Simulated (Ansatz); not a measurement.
Bi2Se3 (R-3m), computed twice by G0W0.

```
Bi Se
1.0
     2.09568    1.20994    9.97623
    -2.09568    1.20994    9.97623
     0.00000   -2.41989    9.97623
Bi Se
2 3
Direct
  0.39843 0.39843 0.39843
  0.60157 0.60157 0.60157
  0.00000 0.00000 0.00000
  0.21571 0.21571 0.21571
  0.78429 0.78429 0.78429
```

The cell and positions are those that the Materials Project relaxed with its own functionals (PBE, PBE+U or r2SCAN), kept fixed. Spin-orbit coupling is left out unless a run names it.

The first (Ansatz 0.2.0; start PBE, 4×4×4 mesh, 121 empty bands, screening to 50 eV, PAW set soft_1 files; 1 × NVIDIA H100 80GB HBM3 (shared by 6 runs) with 2 threads of AMD EPYC 7R13 (Zen 3), shared host) gave, on its mesh: starting gap 0.45 eV, G0W0 gap 0.62 eV, RPA ε∞ (mean) 18.03, 19 s.

The second gave: starting gap 0.45 eV, G0W0 gap 0.61 eV, RPA ε∞ (mean) 18.07, 86 s.

Q: What was changed in the input? Choose among start, files, mesh, bands and cutoff, frequency model or another key.

Changed: empty bands from 121 to 633. The starting gap stayed, which rules out the functional and points to the GW step. Other changes could give like numbers; this is the one that was made.

Limits: not at the basis limit; model gap, bands may invert with spin-orbit coupling; no spin-orbit coupling.

[Paths, hosts, dates, memory and timing lines, banners, echoed tables and standing remarks are left out of the program output.]

[Logs are printed without paths, hosts, clocks, repeated set-up lines and the standing remarks that a program may print on its own settings, such as how far it seeks lower states.]

[Runs of the session that timed out or met a known fault of the program may be left out.]

[Cells called generated may have been cut or substituted from an entry of the Crystallography Open Database or the Materials Project.]

[Hosts, paths, dates, database ids (printed as entryN), source tags and the programs' standing remarks are cut or masked in the printed files.]
